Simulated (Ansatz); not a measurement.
# Optical response of La2O3

What colour and refractive index does La2O3 have at this level of theory?

Program: Ansatz 0.2.0. Level of theory: DFT, PBE, plane-wave PAW, default files, scalar-relativistic, independent-particle optical response without local fields. Values are calculated unless marked as measured.

Report form: inputs, costs, results and the conclusion, without the logs.

## (1) The starting structure

Symmetry: P-3m1, No. 164, trigonal system. The conventional cell has a = 3.931 Å, b = 3.931 Å, c = 6.112 Å, α = 90.00°, β = 90.00°, γ = 120.00°. La has 7 O at 2.36 to 2.72 Å nearest. Nearest to O lie 6 La at 2.72 Å. Nearest to O lie 4 La at 2.36 to 2.44 Å. Farther neighbours, and contacts between anions beyond the nearest, are not listed.

## (2) Ground state and bands

The self-consistent density comes first; it also tells whether there is a gap, which decides the occupations and the need for a Drude term.

This step: DFT, PBE, plane-wave PAW, default files, scalar-relativistic, ground state (Ansatz 0.2.0).

Input file input.yaml:

```yaml
crystal:
  lattice:
    - [3.930777878, 0.0, 0.0]
    - [-1.965388939, 3.404153499, 0.0]
    - [0.0, 0.0, 6.11195352]
  atoms:
    - { symbol: La, position: [0.3333333333, 0.6666666667, 0.24623568] }
    - { symbol: La, position: [0.6666666667, 0.3333333333, 0.75376432] }
    - { symbol: O, position: [0.0, 0.0, 0.0] }
    - { symbol: O, position: [0.3333333333, 0.6666666667, 0.64589065] }
    - { symbol: O, position: [0.6666666667, 0.3333333333, 0.35410935] }
kpoints:
  mp_grid: { grid: [7, 7, 4] }
  band_path:
    path:
      - [[0.0, 0.0, 0.0], [0.5, 0.0, 0.0], [0.33333333, 0.33333333, 0.0], [0.0, 0.0, 0.0], [0.0, 0.0, 0.5], [0.5, 0.0, 0.5], [0.33333333, 0.33333333, 0.5], [0.0, 0.0, 0.5]]
      - [[0.5, 0.0, 0.5], [0.5, 0.0, 0.0]]
      - [[0.33333333, 0.33333333, 0.0], [0.33333333, 0.33333333, 0.5]]
    npoints: 6
scf:
  occupations: { method: fermi_dirac, width: 0.05 }
  n_extra_bands: 9
hamiltonian:
  xc: pbe
  pseudopotentials: { kind: paw }
output:
  forces: true
  stress: true
  populations: true
  write_bands: true
  write_density: true
  write_potential: true
  elf: true
  volumetric_format: npy
```

Launch:

```console
> ansatz run input.yaml --threads 4 --pin off --max-ram 8192MiB --backend cpu --events-out ev --progress --plain --runs-dir out
```

It took 0.83 s on 4 threads of AMD EPYC 9R45, shared host; peak memory 0.47 GiB; 2.7 s of CPU time.

Read from the output:

- free energy: -14212.0602 eV
- Fermi energy: 11.66 eV
- gap by band count: 3.895 eV
- electrons: 40
- symmetry operations: 12
- pressure: 1.895 GPa
- gap on the k-mesh: 3.895 eV
- volume: 81.78 Å³
- gap on the path: 3.841 eV
- least direct gap on the path: 3.966 eV

There is a gap, 3.84 eV on the path, so no carriers' term is needed. The cell is left with a pressure of 1.9 GPa and forces up to 0.02 eV/Å, as it stands unrelaxed at this level.

The electronic bands at the labelled points (eV, zero at the Fermi level; v1 is the highest filled band, c1 the lowest empty one):

| point | v4 | v3 | v2 | v1 | c1 | c2 | c3 | c4 |
| --- | --- | --- | --- | --- | --- | --- | --- | --- |
| Γ | -3.60 | -2.33 | -2.33 | -2.07 | 2.34 | 2.62 | 2.62 | 3.20 |
| halfway | -2.92 | -2.84 | -2.32 | -2.17 | 2.24 | 2.69 | 2.95 | 3.25 |
| M | -2.68 | -2.60 | -2.36 | -2.24 | 1.90 | 2.72 | 3.15 | 3.20 |
| halfway | -2.74 | -2.60 | -2.42 | -2.28 | 1.96 | 2.65 | 3.00 | 3.07 |
| K | -2.77 | -2.77 | -2.74 | -2.05 | 1.91 | 2.76 | 2.76 | 2.98 |
| halfway | -2.87 | -2.73 | -2.50 | -2.13 | 2.23 | 2.61 | 3.00 | 3.18 |
| Γ | -3.60 | -2.33 | -2.33 | -2.07 | 2.34 | 2.62 | 2.62 | 3.20 |
| halfway | -3.24 | -2.36 | -2.28 | -2.28 | 2.47 | 2.69 | 2.69 | 3.18 |
| A | -2.96 | -2.73 | -2.23 | -2.23 | 2.70 | 2.74 | 2.74 | 2.97 |
| halfway | -3.23 | -2.48 | -2.26 | -2.06 | 2.46 | 2.86 | 2.90 | 3.06 |
| L | -2.90 | -2.65 | -2.31 | -1.94 | 2.43 | 2.65 | 3.05 | 3.18 |
| halfway | -2.79 | -2.54 | -2.12 | -2.01 | 2.47 | 2.56 | 3.02 | 3.10 |
| H | -2.50 | -2.22 | -2.22 | -2.17 | 2.29 | 2.86 | 2.92 | 2.92 |
| halfway | -3.02 | -2.53 | -2.21 | -2.04 | 2.53 | 2.72 | 2.93 | 3.11 |
| A | -2.96 | -2.73 | -2.23 | -2.23 | 2.70 | 2.74 | 2.74 | 2.97 |
| jump to L | -2.90 | -2.65 | -2.31 | -1.94 | 2.43 | 2.65 | 3.05 | 3.18 |
| halfway | -2.80 | -2.50 | -2.33 | -2.15 | 2.13 | 2.73 | 3.09 | 3.21 |
| M | -2.68 | -2.60 | -2.36 | -2.24 | 1.90 | 2.72 | 3.15 | 3.20 |
| jump to K | -2.77 | -2.77 | -2.74 | -2.05 | 1.91 | 2.76 | 2.76 | 2.98 |
| halfway | -2.63 | -2.43 | -2.43 | -2.10 | 2.07 | 2.86 | 2.86 | 2.95 |
| H | -2.50 | -2.22 | -2.22 | -2.17 | 2.29 | 2.86 | 2.92 | 2.92 |

Valence density in the ac plane at fractional y = 0.333, with atoms of La and O within 0.2 Å of it. It is the smooth field of the valence electrons, not physical close to the nuclei.

Ten steps, logarithmic in the rise over the least value, from '0' (0.0 e/Å³) to '9' (6.9 e/Å³), each cell a mean:
```
12221112333211
11111124555432
11111246666653
21111356666654
21112456666664
22222456666664
22222356666654
22222235666543
11111123444421
01110112333311
00000123455421
10000135787642
11111247899753
22322347999853
23333346898743
33443234566532
23333222343322
22332111111111
12222100000000
12221100000000
12222100000001
```
Atoms in or near the plane, at fractional coordinates: La at (0.67, 0.75), O at (0.67, 0.35).

ELF in the ac plane at fractional y = 0.333, with atoms of La and O within 0.2 Å of it. It is the smooth field of the valence electrons, not physical close to the nuclei.

Ten even steps from '0' (0.03) to '9' (0.84), each cell a mean:
```
24442002455310
12321027999841
00000269999984
10000489745996
10001598301797
11221498402796
12431379867984
13542148999962
13542013565410
01221001222100
00000025777631
00000259999973
00110269867984
12431269846983
24663149988962
25764127999841
24553114687510
12221001243100
01110000000000
12221100000000
23443100000001
```
Atoms in or near the plane, at fractional coordinates: La at (0.67, 0.75), O at (0.67, 0.35).

## (3) Spectrum

With the density converged, the vertical transitions are summed over the zone.

This step: DFT, PBE, plane-wave PAW, default files, scalar-relativistic, independent-particle optical response without local fields (Ansatz 0.2.0).

input.yaml, the sections that differ from step 2:

```yaml
kpoints:
  mp_grid: { grid: [7, 7, 4] }
scf:
  occupations: { method: fixed }
output:
  optics:
    e_range: [0, 22]
    de: 0.05
    sigma: 0.1
    nscf_kmesh: { grid: [9, 9, 5] }
    bands: { spectra_wanted_up_to: 22 }
# crystal, hamiltonian: as in step 2
```

Wall time 26 s (4 threads); peak memory 1.6 GiB; 1.7 min of CPU time.

This step gave:

| Item | Value |
| --- | --- |
| electronic dielectric constant ε∞, mean of the axes | 4.970 |
| absorption onset, first axis (α over 10⁴ cm⁻¹, or the direct gap if that lies higher) | 4.091 eV |
| main peak of Im epsilon, first axis | 9.881 eV |
| centre of weight of the strongest loss peak in the window | 13.00 eV |
| least direct gap on the mesh | 3.967 eV |
| bands summed | 65 |
| spectra valid up to | 25.67 eV |
| program's estimate of the k-sum error in Im epsilon | 0.07 % |
| electrons in the f-sum | 29.95 |

The Im ε has structure finer than the step of the table below, so its rows give means over 0.5 eV. Peaks (eV: height): E ∥ x or y 5.00: 4.91, 6.45: 6.63, 7.20: 7.74, 9.90: 8.56, 17.65: 3.12, 20.45: 3.24; E ∥ z 5.90: 7.32, 6.55: 6.51, 7.50: 7.63, 9.20: 7.67, 9.90: 6.63, 18.30: 4.06, 20.70: 3.40.

Table of Im ε by photon energy; means over each step:

| photon energy (eV) | E ∥ x or y | E ∥ z |
| --- | --- | --- |
| 3.5 | 0 | 0 |
| 4.0 | 0.184 | 0.219 |
| 4.5 | 2.11 | 2.12 |
| 5.0 | 4.08 | 3.39 |
| 5.5 | 4.92 | 6.56 |
| 6.0 | 6.06 | 6.46 |
| 6.5 | 6.01 | 5.82 |
| 7.0 | 5.88 | 5.22 |
| 7.5 | 6.45 | 6.75 |
| 8.0 | 5.07 | 4.55 |
| 8.5 | 4.86 | 4.58 |
| 9.0 | 5.40 | 6.06 |
| 9.5 | 6.93 | 6.21 |
| 10.0 | 7.44 | 5.45 |
| 10.5 | 3.79 | 2.43 |
| 11.0 | 2.22 | 1.33 |
| 11.5 | 1.85 | 1.00 |
| 12.0 | 1.20 | 0.688 |
| 12.5 | 0.857 | 0.515 |
| 13.0 | 0.536 | 0.317 |
| 13.5 | 0.510 | 0.278 |
| 14.0 | 0.672 | 0.561 |
| 14.5 | 0.809 | 0.644 |
| 15.0 | 0.869 | 0.788 |
| 15.5 | 1.17 | 1.32 |
| 16.0 | 1.20 | 1.75 |
| 16.5 | 0.966 | 1.71 |
| 17.0 | 1.14 | 1.49 |
| 17.5 | 2.40 | 2.49 |
| 18.0 | 2.39 | 3.21 |
| 18.5 | 1.84 | 3.47 |
| 19.0 | 2.08 | 2.32 |
| 19.5 | 2.26 | 2.69 |
| 20.0 | 2.03 | 2.38 |
| 20.5 | 2.87 | 3.16 |
| 21.0 | 2.60 | 2.96 |
| 21.5 | 2.46 | 2.49 |

Re ε against photon energy:

| photon energy (eV) | E ∥ x or y | E ∥ z |
| --- | --- | --- |
| 0 | 5.00 | 4.91 |
| 1 | 5.07 | 4.98 |
| 2 | 5.32 | 5.23 |
| 3 | 5.88 | 5.79 |
| 4 | 7.57 | 7.52 |
| 5 | 7.33 | 8.98 |
| 6 | 6.03 | 3.93 |
| 7 | 5.05 | 4.01 |
| 8 | 2.13 | 1.21 |
| 9 | 2.03 | 2.57 |
| 10 | -2.18 | -2.80 |
| 11 | -1.99 | -1.40 |
| 12 | -0.904 | -0.164 |
| 13 | 0.0645 | 0.703 |
| 14 | 1.02 | 1.64 |
| 15 | 1.27 | 2.05 |
| 16 | 1.40 | 2.43 |
| 17 | 2.09 | 2.44 |
| 18 | 1.03 | 2.24 |
| 19 | 1.33 | 0.816 |
| 20 | 1.14 | 1.15 |
| 21 | 0.488 | -0.159 |
| 22 | 0.313 | -0.499 |

Loss function −Im 1/ε at q → 0 against energy loss; read off at these points:

| energy loss (eV) | E ∥ x or y | E ∥ z |
| --- | --- | --- |
| 3.50 | 0 | 0 |
| 4.00 | 2.1e-4 | 9.8e-4 |
| 4.50 | 0.0289 | 0.0349 |
| 5.00 | 0.0631 | 0.0365 |
| 5.50 | 0.0671 | 0.0732 |
| 6.00 | 0.0827 | 0.109 |
| 6.50 | 0.116 | 0.110 |
| 7.00 | 0.0989 | 0.121 |
| 7.50 | 0.140 | 0.121 |
| 8.00 | 0.169 | 0.209 |
| 8.50 | 0.167 | 0.155 |
| 9.00 | 0.163 | 0.155 |
| 9.50 | 0.127 | 0.170 |
| 10.00 | 0.116 | 0.140 |
| 10.50 | 0.170 | 0.194 |
| 11.00 | 0.249 | 0.355 |
| 11.50 | 0.380 | 0.745 |
| 12.00 | 0.530 | 1.36 |
| 12.50 | 0.938 | 1.52 |
| 12.60 | 0.992 | 1.71 |
| 13.00 | 1.88 | 0.549 |
| 13.50 | 0.752 | 0.171 |
| 14.00 | 0.447 | 0.193 |
| 14.50 | 0.380 | 0.165 |
| 15.00 | 0.370 | 0.163 |
| 15.50 | 0.307 | 0.179 |
| 16.00 | 0.353 | 0.195 |
| 16.50 | 0.291 | 0.274 |
| 17.00 | 0.202 | 0.179 |
| 17.50 | 0.180 | 0.193 |
| 18.00 | 0.353 | 0.211 |
| 18.40 | 0.408 | 0.247 |
| 18.50 | 0.392 | 0.285 |
| 19.00 | 0.344 | 0.406 |
| 19.50 | 0.343 | 0.318 |
| 20.00 | 0.386 | 0.354 |
| 20.50 | 0.301 | 0.300 |
| 21.00 | 0.385 | 0.339 |
| 21.50 | 0.395 | 0.410 |
| 22.00 | 0.436 | 0.325 |

The reflectivity at normal incidence has structure finer than the step of the table below, so its rows give means over 0.5 eV. Peaks (eV: height): E ∥ x or y 7.25: 31.8, 10.20: 51.3, 11.70: 44.3, 17.70: 16.8, 21.85: 20.0; E ∥ z 5.40: 31.0, 7.55: 33.0, 10.55: 54.0, 18.40: 23.1.

The reflectivity at normal incidence by photon energy; means over each step:

| photon energy (eV) | E ∥ x or y (%) | E ∥ z (%) |
| --- | --- | --- |
| 0.5 | 14.7 | 14.4 |
| 1.0 | 14.8 | 14.5 |
| 1.5 | 15.2 | 14.9 |
| 2.0 | 15.6 | 15.3 |
| 2.5 | 16.3 | 16.0 |
| 3.0 | 17.3 | 17.1 |
| 3.5 | 18.9 | 18.6 |
| 4.0 | 22.1 | 22.0 |
| 4.5 | 25.1 | 24.1 |
| 5.0 | 26.0 | 27.0 |
| 5.5 | 26.8 | 29.9 |
| 6.0 | 27.8 | 28.2 |
| 6.5 | 26.9 | 26.4 |
| 7.0 | 26.6 | 24.4 |
| 7.5 | 29.4 | 30.8 |
| 8.0 | 25.0 | 24.8 |
| 8.5 | 23.7 | 22.4 |
| 9.0 | 26.0 | 28.2 |
| 9.5 | 31.2 | 35.4 |
| 10.0 | 44.9 | 45.1 |
| 10.5 | 49.4 | 52.2 |
| 11.0 | 47.2 | 47.2 |
| 11.5 | 39.2 | 34.8 |
| 12.0 | 39.6 | 24.1 |
| 12.5 | 31.0 | 10.9 |
| 13.0 | 17.3 | 1.89 |
| 13.5 | 3.67 | 0.705 |
| 14.0 | 2.50 | 2.46 |
| 14.5 | 3.10 | 3.35 |
| 15.0 | 3.48 | 4.73 |
| 15.5 | 5.48 | 7.86 |
| 16.0 | 5.50 | 9.40 |
| 16.5 | 4.31 | 8.71 |
| 17.0 | 6.23 | 8.42 |
| 17.5 | 13.3 | 13.4 |
| 18.0 | 14.3 | 16.7 |
| 18.5 | 10.2 | 21.9 |
| 19.0 | 11.4 | 15.4 |
| 19.5 | 13.0 | 16.9 |
| 20.0 | 11.5 | 14.6 |
| 20.5 | 17.3 | 19.8 |
| 21.0 | 18.7 | 25.0 |
| 21.5 | 18.4 | 21.9 |

Values under 1 per cm are given as 1. Table of absorption coefficient by photon energy:

| photon energy (eV) | E ∥ x or y (1/cm) | E ∥ z (1/cm) |
| --- | --- | --- |
| 0.000 | 1 | 1 |
| 0.500 | 1 | 1 |
| 1.000 | 1 | 1 |
| 1.500 | 1 | 1 |
| 2.000 | 1 | 1 |
| 2.500 | 1 | 1 |
| 3.000 | 1 | 1 |
| 3.500 | 1 | 1 |
| 4.000 | 870 | 4107 |
| 4.500 | 1.7e5 | 1.8e5 |
| 5.000 | 4.4e5 | 2.8e5 |
| 5.500 | 5.2e5 | 6.7e5 |
| 6.000 | 7.2e5 | 8.7e5 |
| 6.500 | 8.8e5 | 8.7e5 |
| 7.000 | 7.5e5 | 8.0e5 |
| 7.500 | 1.2e6 | 1.3e6 |
| 8.000 | 1.0e6 | 1.1e6 |
| 8.500 | 1.0e6 | 9.8e5 |
| 9.000 | 1.2e6 | 1.2e6 |
| 9.500 | 1.6e6 | 1.7e6 |
| 10.000 | 2.3e6 | 2.2e6 |
| 10.500 | 2.1e6 | 1.9e6 |
| 11.000 | 1.8e6 | 1.4e6 |
| 11.500 | 1.5e6 | 1.1e6 |
| 12.000 | 1.3e6 | 8.1e5 |
| 12.500 | 1.0e6 | 5.7e5 |
| 13.000 | 6.3e5 | 2.5e5 |
| 13.500 | 4.0e5 | 1.6e5 |
| 14.000 | 4.4e5 | 3.2e5 |
| 14.500 | 5.0e5 | 3.4e5 |
| 15.000 | 5.7e5 | 4.1e5 |
| 15.500 | 7.7e5 | 7.3e5 |
| 16.000 | 7.8e5 | 8.6e5 |
| 16.500 | 6.3e5 | 1.0e6 |
| 17.000 | 6.6e5 | 7.6e5 |
| 17.500 | 1.2e6 | 1.3e6 |
| 18.000 | 1.6e6 | 1.6e6 |
| 18.500 | 1.3e6 | 2.3e6 |
| 19.000 | 1.4e6 | 1.7e6 |
| 19.500 | 1.6e6 | 1.9e6 |
| 20.000 | 1.5e6 | 1.7e6 |
| 20.500 | 2.3e6 | 2.3e6 |
| 21.000 | 2.2e6 | 2.7e6 |
| 21.500 | 2.2e6 | 2.3e6 |
| 22.000 | 2.2e6 | 3.0e6 |

From ε follow the optical constants at some laser lines:

| wavelength (nm) | n xy | k xy | R (%) xy | 1/α xy | n z | k z | R (%) z | 1/α z |
| --- | --- | --- | --- | --- | --- | --- | --- | --- |
| 1064 | 2.26 | 0.000 | 14.9 | over 1 mm | 2.24 | 0.000 | 14.6 | over 1 mm |
| 800 | 2.28 | 0.000 | 15.2 | over 1 mm | 2.26 | 0.000 | 14.9 | over 1 mm |
| 532 | 2.34 | 0.000 | 16.0 | over 1 mm | 2.32 | 0.000 | 15.8 | over 1 mm |
| 450 | 2.39 | 0.000 | 16.8 | over 1 mm | 2.37 | 0.000 | 16.5 | over 1 mm |
| 405 | 2.43 | 0.000 | 17.4 | over 1 mm | 2.42 | 0.000 | 17.2 | over 1 mm |
| 365 | 2.50 | 0.000 | 18.4 | over 1 mm | 2.49 | 0.000 | 18.2 | over 1 mm |
| 193 | 2.50 | 1.327 | 28.6 | 12 nm | 2.45 | 1.209 | 26.7 | 13 nm |

Rows near the edge hang on the gap, which this functional as a rule makes too small, and phonon-assisted absorption over an indirect gap is left out.

A film 1 µm thick would pass 73 % of daylight and look colourless, dimmed by reflection in transmission (x = 0.315, y = 0.331).

At 1064 nm the birefringence n(z) − n(x) is -0.020: the crystal is uniaxial negative at this level.

The first strong peak, at 4.98 eV, fits the second-highest filled and the second-lowest empty band, which run nearly parallel at that distance over 100 % of Γ–M; the match rests on energies alone.

The f-sum over the summed bands holds 29.9 of the cell's 40 electrons outside the frozen cores, 22 of which lie in bands more than 12 eV below the Fermi level, whose transitions come at higher energies. Up to 22 eV the strength has a mean oscillator energy of 10.0 eV, close to the main peak.

## (4) Static response with local fields

A static field by perturbation theory: the induced potential is included, and the Born charges come with it.

This step: DFT, PBE, plane-wave PAW, default files, scalar-relativistic, static field response by perturbation theory with local fields (Ansatz 0.2.0).

input.yaml: that of step 3 with these lines changed.

```diff
@@ -18,8 +18,2 @@
   pseudopotentials: { kind: paw }
-output:
-  optics:
-    e_range: [0, 22]
-    de: 0.05
-    sigma: 0.1
-    nscf_kmesh: { grid: [9, 9, 5] }
-    bands: { spectra_wanted_up_to: 22 }
+dielectric: {}
```

The job ended after 19 s (4 threads; peak memory 0.94 GiB).

Read from the output:

| Property | Result |
| --- | --- |
| electronic dielectric constant ε∞, mean of the axes | 4.794 |

ε∞ with local fields:

```
4.83 0.00 0.00
0.00 4.83 0.00
0.00 0.00 4.73
```

Diagonal elements. Born, by row:

| atom | Z*xx (e) | Z*yy (e) | Z*zz (e) |
| --- | --- | --- | --- |
| La1 | 4.221 | 4.221 | 3.84 |
| La2 | 4.221 | 4.221 | 3.84 |
| O3 | -2.715 | -2.715 | -2.588 |
| O4 | -2.864 | -2.864 | -2.546 |
| O5 | -2.864 | -2.864 | -2.546 |

Mean Born charges are La +4.09 and O -2.73, against formal valences of +3 and -2. That of La exceeds its valence by 36 %, the mark of charge moving along hybridised bonds as the atoms shift.

## (5) Outcome

| Quantity | Value |
| --- | --- |
| gap on the path | 3.84 eV |
| least direct gap on the path | 3.97 eV |
| electronic dielectric constant ε∞, mean of the axes (independent particles) | 4.97 |
| absorption onset, first axis (α over 10⁴ cm⁻¹, or the direct gap if that lies higher) | 4.09 eV |
| main peak of Im epsilon, first axis | 9.88 eV |
| centre of weight of the strongest loss peak in the window, first axis | 13.0 eV |
| electronic dielectric constant ε∞, mean of the axes (static response with local fields) | 4.79 |

In words: At this level (PBE, independent particles) La2O3 has a mean ε∞ = 4.97 (4.79 with local fields) and n = 2.25 at 1550 nm (E ∥ x); absorption sets in near 4.1 eV, and Im ε peaks at 9.9 eV (E ∥ x). The gap is indirect (3.84 eV), so absorption without phonons can begin only at the direct gap of 3.97 eV. The absorption coefficient passes 10⁴ cm⁻¹ at 4.09 eV, in the ultraviolet, so the visible is passed. The strongest loss structure up to 22 eV has its centre of weight at 13.0 eV; a free-electron gas of the 29.9 electrons in the f-sum would put its plasmon at 22.5 eV. Im ε has its chief maxima at 6.43 eV (6.7), 7.22 eV (7.8), 8.84 eV (5.7) and 9.88 eV (8.6) for E ∥ x or y. The first strong peak, at 4.98 eV, fits the second-highest filled and the second-lowest empty band, which run nearly parallel at that distance over 100 % of Γ–M; the match rests on energies alone. A film 1 µm thick would pass 73 % of daylight and look colourless, dimmed by reflection in transmission (x = 0.315, y = 0.331). At 1064 nm the birefringence n(z) − n(x) is -0.020: the crystal is uniaxial negative at this level. In the base spectrum excitons and phonon-assisted transitions are missing, and so are local fields; PBE gaps are as a rule too small, which pulls the onset down and ε∞ up. In the base run ε includes the program's bounded estimate of what the bands above those summed add. Spin-orbit coupling is left out although heavy atoms are present.

[Long decimals in the printed logs are rounded to 6 places.]

[Logs are printed without paths, hosts, clocks, repeated set-up lines and the standing remarks that a program may print on its own settings, such as how far it seeks lower states.]

[Hosts, paths, dates, database ids (printed as entryN), source tags and the programs' standing remarks are cut or masked in the printed files.]

[Where the starting crystal was built by hand or by swapping elements, it need not be the compound's stable phase.]

[The count of steps not shown may lack steps that the program refused or didn't finish.]
